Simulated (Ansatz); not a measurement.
# PtC (model cell, started as NiAs type): from the cell to its phonons, part 2 of 2

Wanted: phonon frequencies of PtC (model cell, started as NiAs type) and what follows from them.

Ansatz 0.2.0; DFT PBEsol, scalar-relativistic, plane waves, PAW.

So far. Step 4 (Relaxing to small forces for the phonons): The forces vanish by symmetry and the pressure is 0.000 GPa, within the tolerances set. The cell now holds 10.90 Å³/atom. The relaxed cell has a = 3.115, c = 5.187 Å (conventional setting).

The structure was built from a prototype and need not be the compound's stable phase.

## Step 5: Response at finite wavevector

Stability and thermal properties need the whole zone. Linear response on a 3×3×2 q mesh gives force constants as far as a supercell of that size would.

input.yaml reads:

```yaml
crystal:
  lattice:
    - [3.1153338582, -3.085e-06, 0.0]
    - [-1.5576642574, 2.697959805, 0.0]
    - [0.0, 0.0, 5.186655658]
  atoms:
    - { symbol: Pt, position: [0.0, 0.0, 0.0] }
    - { symbol: Pt, position: [0.0, 0.0, 0.5] }
    - { symbol: C, position: [0.3333333333, 0.6666666667, 0.25] }
    - { symbol: C, position: [0.6666666667, 0.3333333333, 0.75] }
kpoints:
  mp_grid: { grid: [15, 15, 8] }
hamiltonian:
  xc: pbesol
scf:
  occupations: { method: methfessel_paxton, width: 0.15 }
output:
  eigenvalues: true
phonons:
  method: dfpt
  qmesh: [3, 3, 2]
  temperatures: { t_max: 1000, t_step: 50 }
  qpath:
    path:
      - [[0.0, 0.0, 0.0], [0.5, 0.0, 0.0], [0.33333333, 0.33333333, 0.0], [0.0, 0.0, 0.0], [0.0, 0.0, 0.5], [0.5, 0.0, 0.5], [0.33333333, 0.33333333, 0.5], [0.0, 0.0, 0.5]]
      - [[0.5, 0.0, 0.5], [0.5, 0.0, 0.0]]
      - [[0.33333333, 0.33333333, 0.5], [0.33333333, 0.33333333, 0.0]]
    npoints: 10
```

On the command line:

```console
> ansatz run input.yaml --threads 4 --pin off --max-ram 7168MiB --backend cpu --events-out ev --progress --plain --runs-dir out
```

Numbers of over 12 decimals in the logs are rounded to 6 here.

What it wrote:

```text
Warning: phonons: the dynamical matrix that this run interpolates holds no multipole term above the dipole-dipole one, and a site of this crystal is no centre of inversion, so its interpolated transverse optical and acoustic branches and sound speeds can stay off near Gamma, and the density of states and the thermodynamics with them. What a run solves at a wave vector of phonons.qpoints, Gamma apart, where the deck admits one, is free of this, and under fd what a larger phonons.supercell samples
[...]
Crystal: 4 atoms, lattice volume = 43.594 Å³
Basis set: ecut = 420 eV, 869 PW (Γ), exchange–correlation on 48×48×72 points (8 copies of the dense FFT grid, shifted against one another)
Bands: 27, of which v1, the nominal top of the filled ones, is band 22 counted from 1 (21 counted from 0)
Symmetry: 24 space group operations
k-points: 135 of 1800
[...]
SCF iter   1: F=—  HF=-25256.142920 eV  |F-HF|=—  |Δ(HF+E_count)|=         —  Δρ=8.73e-3  dr2=2.01e-2  ethr=1.77e-3  ⟨swp⟩=5.2  Hψ=14246  notcnv=0
[...]
SCF iter   9: F=-25256.138450 eV  HF=-25256.138450 eV  |F-HF|=1.46e-11  |Δ(HF+E_count)|=  1.46e-11  S|Δr|=    0.00e0  Δρ=6.80e-8  dr2=1.84e-12  ethr=1.00e-12  ⟨swp⟩=7.3  Hψ=16154  notcnv=0
SCF 1 converged in 9 iterations: F = -25256.138450 eV  dr2 = 1.84e-12
[...]
SCF iter   4: F=-25256.138450 eV  HF=-25256.138450 eV  |F-HF|=1.09e-11  |Δ(HF+E_count)|=  1.09e-11  S|Δr|=    0.00e0  Δρ=8.16e-8  dr2=2.88e-12  ethr=1.00e-12  ⟨swp⟩=2.0  Hψ=7159  notcnv=0
SCF 2 converged in 4 iterations: F = -25256.138450 eV  dr2 = 2.88e-12
phonons: the bands overlap, so this run is a metal and interpolates without the dipole-dipole term. If the crystal is really an insulator or semiconductor, its LO-TO splitting is missing
NSCF: frozen V_eff on 135 k-points
[...]
DFPT response loops at q = (0, 0, 0) (fractional): preconditioner auto → Kerker (q_TF=auto, 2.733 Å⁻¹) (partly filled bands, converged f_vac=0.000); β = 1.00, the filter's whole step (`scf.mixing.beta` (0.50) is not read by the response loops under this deck's `scf.mixing.preconditioner`; to damp them name `kerker` or `kerker_dos`, under which they read `scf.mixing.beta`, and type it under 1.00, their step now; both keys bind the ground state too); Broyden in place of MSR1
[...]
SCF converged after 9 iterations
[...]
Free energy (F): -25256.138450 eV
[...]
Internal energy: -25256.136137 eV  (E = F + TS)
E sigma→0 (E₀):  -25256.137872 eV
Entropy (-TS):   -0.002313 eV (-0.578 meV/atom)
Fermi energy:    20.019306 eV
[...]
--- Band table (eV; the first three rows and the last of 135) ---
  k-point 0: bands = [... 18 lower, 17.9532, 17.9532, 19.6326, 19.7181, 19.7181, 21.1298, 25.1183, 25.1183, ... 1 higher]
  k-point 1: bands = [... 18 lower, 17.6861, 17.6861, 19.4282, 20.1173, 20.1173, 20.7172, 24.9520, 24.9520, ... 1 higher]
  k-point 2: bands = [... 18 lower, 17.2013, 17.2013, 18.9443, 19.8068, 20.9522, 20.9522, 24.4788, 24.4788, ... 1 higher]
  k-point 134: bands = [... 18 lower, 17.4990, 17.4990, 19.7846, 19.7846, 19.8784, 19.8784, 24.8407, 24.8407, ... 1 higher]
--- Phonons (Γ-DFPT): 4 representative perturbations + reference (Σ response iterations 14) ---
  ASR residual: 6.567e-5 → 0.000e0 eV/Å²; symmetrization residual: 9.534e-7 eV/Å²
  ASR residual per site (eV/Å²): 6.57e-5 6.57e-5 1.78e-5 1.78e-5
  Γ frequencies (cm⁻¹): -341.61 -23.74 -23.74 0.00 0.00 0.00 203.15 387.56 387.56 437.86 437.86 504.71
--- Phonons (arbitrary-q DFPT): 6 irreducible q on the 3×3×2 mesh ---
  q = [0.0000, 0.0000, 0.0000] (star 1, of the zone-centre solve; hermiticity 9.56e-8, symmetrization 2.77e-8): -341.61 -23.74 -23.74 -0.00 -0.00 0.00 203.15 387.56 387.56 437.86 437.86 504.71
  q = [0.0000, 0.0000, -0.5000] (star 1, 4 solved perturbations in 1793 linear systems a pass and spin channel, the states on 901 of 1800 k-point pairs; hermiticity 1.87e-7, symmetrization 6.65e-8): -31.60 -31.60 -31.60 -31.60 64.00 64.00 215.85 215.85 418.96 418.96 418.96 418.96
[...]
sum rule: each row above includes the acoustic sum rule's correction from the zone centre's row sums; it moved no ω² by more than (0.64 cm⁻¹)²
  mesh force constants: q→R imaginary residual 1.15e-16; ASR residual 6.567e-5 → 0.000e0 eV/Å²; symmetrization residual 1.066e-14 eV/Å²
  interpolated dispersion: 93 rows × 12 modes
  density of states and harmonic sums: on the 24×24×12 q-mesh, interpolated from the force constants of a 3×3×2 supercell (no non-analytic term)
  largest difference from the sums on the solved wave vectors: F 1.29e-2 eV, S 2.53e-5 and C_V 1.43e-5 eV/K
  zero-point energy: 0.174913 eV/cell   skipped modes (ω ≤ 0): 583, of them read as no rigid motion or as one in doubt: 580 (1.255e0 modes/cell left out, lowest -341.61 cm⁻¹)   left out of the sums: 1.05e-1 of the cell's modes: C_V's classical limit lies that fraction below 3 k_B per atom; for a crystal, a wire or a layer, F and S can be off by more, and a phonons.interpolated_qmesh denser along its periods is the remedy for the sampling
```

The job ended after 16 min (4 threads of Intel Xeon 6975P-C (Granite Rapids), shared host; peak memory 4.5 GiB; 39 min of CPU time).

Reading the cycles: dr2 is the Hartree energy of the density residual (eV), the measure of convergence; HF is the Harris–Foulkes estimate of the energy, which meets the free energy F at convergence.

This step gave:

| Property | Result |
| --- | --- |
| sum-rule residual before enforcement | 6.57e-5 eV/Å² |
| lowest frequency on the path | -341.6 cm⁻¹ |
| point group | 6/mmm |
| highest frequency on the path or at a solved wavevector | 569 cm⁻¹ |
| highest optical mode at the zone centre (no LO-TO term) | 504.7 cm⁻¹ |
| lowest optical zone-centre mode | -341.6 cm⁻¹ |
| lowest mode on the q mesh (acoustic modes at Γ apart) | -341.6 cm⁻¹ |

Frequencies (cm⁻¹) solved at each irreducible wavevector; negative means imaginary. Frequencies by wavevector, by row:

```tsv
q in reciprocal lattice units	star	mode 1	mode 2	mode 3	mode 4	mode 10	mode 11	mode 12
0 0 0	1	-341.6	-23.7	-23.7	0	437.9	437.9	504.7
0 0 -0.5	1	-31.6	-31.6	-31.6	-31.6	419	419	419
0 0.3333 0	6	-122.8	66.6	73	76.5	451.4	478.1	526.9
0 0.3333 -0.5	6	44.1	44.1	53.4	53.4	434.2	533.4	533.4
0.3333 0.3333 0	2	-53.8	-53.8	40.4	129.6	471.1	471.1	559.5
0.3333 0.3333 -0.5	2	108.8	108.8	111.1	111.1	477.2	544.9	544.9
```

Interpolated from a 3×3×2 q mesh. The phonon branches at the labelled points (cm⁻¹):

```tsv
point	branch 1	branch 2	branch 3	branch 4	branch 9	branch 10	branch 11	branch 12
Γ	-342	-24	-24	0	388	438	438	505
halfway	-144	63	64	66	370	456	458	492
M	-231	-39	76	85	429	435	486	569
halfway	-137	-33	66	98	412	418	489	564
K	-54	-54	40	130	396	471	471	560
halfway	-82	67	78	78	377	447	460	512
Γ	-342	-24	-24	0	388	438	438	505
halfway	-286	-32	-32	-15	398	429	434	434
A	-32	-32	-32	-32	419	419	419	419
halfway	-56	-56	22	22	428	428	511	511
L	63	63	111	111	441	441	546	546
halfway	81	81	113	113	461	461	545	545
H	109	109	111	111	477	477	545	545
halfway	-57	-57	77	77	438	438	522	522
A	-32	-32	-32	-32	419	419	419	419
jump to L	63	63	111	111	441	441	546	546
halfway	-169	43	69	75	406	443	510	565
M	-231	-39	76	85	429	435	486	569
jump to H	109	109	111	111	477	477	545	545
halfway	43	51	51	122	458	475	475	567
K	-54	-54	40	130	396	471	471	560
```

Tetrahedra on a 24×24×12 mesh, mean over bins of 10 cm-1. Interpolated from a 3×3×2 q mesh. Table of phonon density of states by wavenumber; read off at these points:

wavenumber (cm⁻¹), phonon density of states (1/cm⁻¹/cell) and a bar:
```
     -345     0.0000 
     -325     0.0003 
     -295     0.0005 
     -275     0.0006 
     -245     0.0008 
     -225     0.0011 #
     -195     0.0019 #
     -175     0.0023 #
     -145     0.0030 #
     -125     0.0037 ##
      -95     0.0052 ##
      -75     0.0067 ###
      -45     0.0054 ##
      -25     0.0141 ######
        5     0.0094 ####
       25     0.0142 ######
       55     0.0343 ###############
       75     0.0667 ##############################
      105     0.0207 #########
      125     0.0302 ##############
      135     0.0397 ##################
      155     0.0182 ########
      175     0.0161 #######
      205     0.0268 ############
      225     0.0089 ####
      255     0.0053 ##
      275     0.0050 ##
      305     0.0054 ##
      325     0.0060 ###
      355     0.0055 ##
      375     0.0139 ######
      405     0.0188 ########
      425     0.0188 ########
      445     0.0409 ##################
      455     0.0389 #################
      475     0.0236 ###########
      505     0.0154 #######
      525     0.0148 #######
      555     0.0199 #########
      575     0.0000
```

The partial phonon density of states has structure finer than the step of the table below, so its rows give means over 25 cm⁻¹, whole bins alone (the curve runs from -352 to 596 cm⁻¹). Peaks (cm⁻¹: height): C 446.7: 0.0388, 559.9: 0.0200; Pt -24.0: 0.0128, 71.4: 0.0561, 130.9: 0.0343, 208.4: 0.0180.

Phonopy on the run's constants, 21x21x11 mesh, Gaussian sigma 6.8 cm-1. Interpolated from a 3×3×2 q mesh. Table of partial phonon density of states by wavenumber; means over each step; values in 1/cm⁻¹/cell:

```tsv
wavenumber (cm⁻¹)	C	Pt
-325	2.7e-4	2.1e-5
-300	4.5e-4	3.6e-5
-275	6.3e-4	5.9e-5
-250	6.9e-4	8.4e-5
-225	0.00102	1.4e-4
-200	0.00159	2.9e-4
-175	0.00211	5.2e-4
-150	0.00175	6.0e-4
-125	0.00223	0.00170
-100	0.00255	0.00283
-75	0.00203	0.00440
-50	0.00146	0.00662
-25	6.4e-4	0.0115
0	3.6e-4	0.00636
25	0.00101	0.0153
50	0.00152	0.0318
75	0.00173	0.0484
100	0.00146	0.0227
125	0.00245	0.0272
150	0.00329	0.0228
175	0.00467	0.0117
200	0.00677	0.0156
225	0.00662	0.00665
250	0.00549	6.2e-4
275	0.00469	3.1e-4
300	0.00496	2.1e-4
325	0.00542	1.8e-4
350	0.00570	1.2e-4
375	0.0124	2.0e-4
400	0.0167	2.6e-4
425	0.0214	2.2e-4
450	0.0349	2.1e-4
475	0.0247	1.7e-4
500	0.0176	1.6e-4
525	0.0148	9.7e-5
550	0.0177	5.7e-5
575	0.00615	1.1e-5
```

Symmetry leaves 6 wavevectors to solve. The lowest mode among them, the acoustic zeros apart, lies at Γ and is imaginary, 341.6i cm⁻¹, so the energy falls along it.

## Step 6: Another isotope

An isotope changes the mass and not the force constants, so no new electronic calculation is needed; the shifts show which modes move this element.

The same force constants with the mass of C changed from 12.011 to 13.003 u (phonopy, no LO-TO term). Both lists are sorted by frequency; levels can cross, so a row need not hold one and the same mode. Modes under 3 cm⁻¹ are left out. Isotope shifts, by row, the first 40 of 45 rows:

```tsv
q	rank	natural mass (cm⁻¹)	changed mass (cm⁻¹)
0 0 0	1	-341.6	-329.1
0 0 0	2	-23.74	-23.74
0 0 0	3	-23.74	-23.74
0 0 0	7	203.2	203.2
0 0 0	8	387.6	373.4
0 0 0	9	387.6	373.4
0 0 0	10	437.9	420.8
0 0 0	11	437.9	420.8
0 0 0	12	504.7	485.1
0 0 -0.5	1	-31.6	-31.58
0 0 -0.5	2	-31.6	-31.58
0 0 -0.5	3	-31.6	-31.58
0 0 -0.5	4	-31.6	-31.58
0 0 -0.5	5	64	63.44
0 0 -0.5	6	64	63.44
0 0 -0.5	7	215.8	209.3
0 0 -0.5	8	215.8	209.3
0 0 -0.5	9	419	402.9
0 0 -0.5	10	419	402.9
0 0 -0.5	11	419	402.9
0 0 -0.5	12	419	402.9
0 0.3333 0	1	-122.8	-120.5
0 0.3333 0	2	66.57	66
0 0.3333 0	3	73.02	73
0 0.3333 0	4	76.52	76.52
0 0.3333 0	5	109.5	108.1
0 0.3333 0	6	138.9	138.9
0 0.3333 0	7	214.6	214.5
0 0.3333 0	8	363.9	349.8
0 0.3333 0	9	367.9	353.8
0 0.3333 0	10	451.4	433.8
0 0.3333 0	11	478.1	459.8
0 0.3333 0	12	526.9	506.4
0 0.3333 -0.5	1	44.06	44.04
0 0.3333 -0.5	2	44.06	44.04
0 0.3333 -0.5	3	53.4	52.82
0 0.3333 -0.5	4	53.4	52.82
0 0.3333 -0.5	5	118.5	118.3
0 0.3333 -0.5	6	118.5	118.3
0 0.3333 -0.5	7	207.7	202
```

A mode of this element alone would shift by -3.89 %. The highest zone-centre frequency without the field goes from 504.7 to 485.1 cm⁻¹ (-3.9 %).

## Step 7: Results

* space group after relaxation (within 0.01 Å): P6_3/mmc
* volume per atom: 10.9 Å³
* electronic character: no gap on this mesh
* highest optical mode at the zone centre (no LO-TO term): 505 cm⁻¹
* lowest optical zone-centre mode: -342 cm⁻¹
* lowest mode on the q mesh (acoustic modes at Γ apart): -342 cm⁻¹
* highest frequency on the path or at a solved wavevector: 569 cm⁻¹
* imaginary modes on the 3×3×2 q mesh: yes

In words: Modes are clearly imaginary (beyond 10i cm⁻¹) at 4 of the 6 irreducible wavevectors, most at Γ (341.6i cm⁻¹), so this structure is not a minimum of the energy. The optical modes at Γ span -342 to 505 cm⁻¹ (negative means imaginary). With no gap, or one that is small against the smearing, the frequencies hang on the k mesh and the smearing, most of all near Kohn anomalies. Spin-orbit coupling is left out, which can matter for the heavy elements here. The starting cell was built on a prototype and not taken from a measurement, so the phase need not exist. These are harmonic frequencies at zero temperature: anharmonic shifts, linewidths and thermal expansion are left out.

[Logs are printed without paths, hosts, clocks, repeated set-up lines and the standing remarks that a program may print on its own settings, such as how far it seeks lower states.]

[Hosts, paths, dates, database ids (printed as entryN), source tags and the programs' standing remarks are cut or masked in the printed files.]
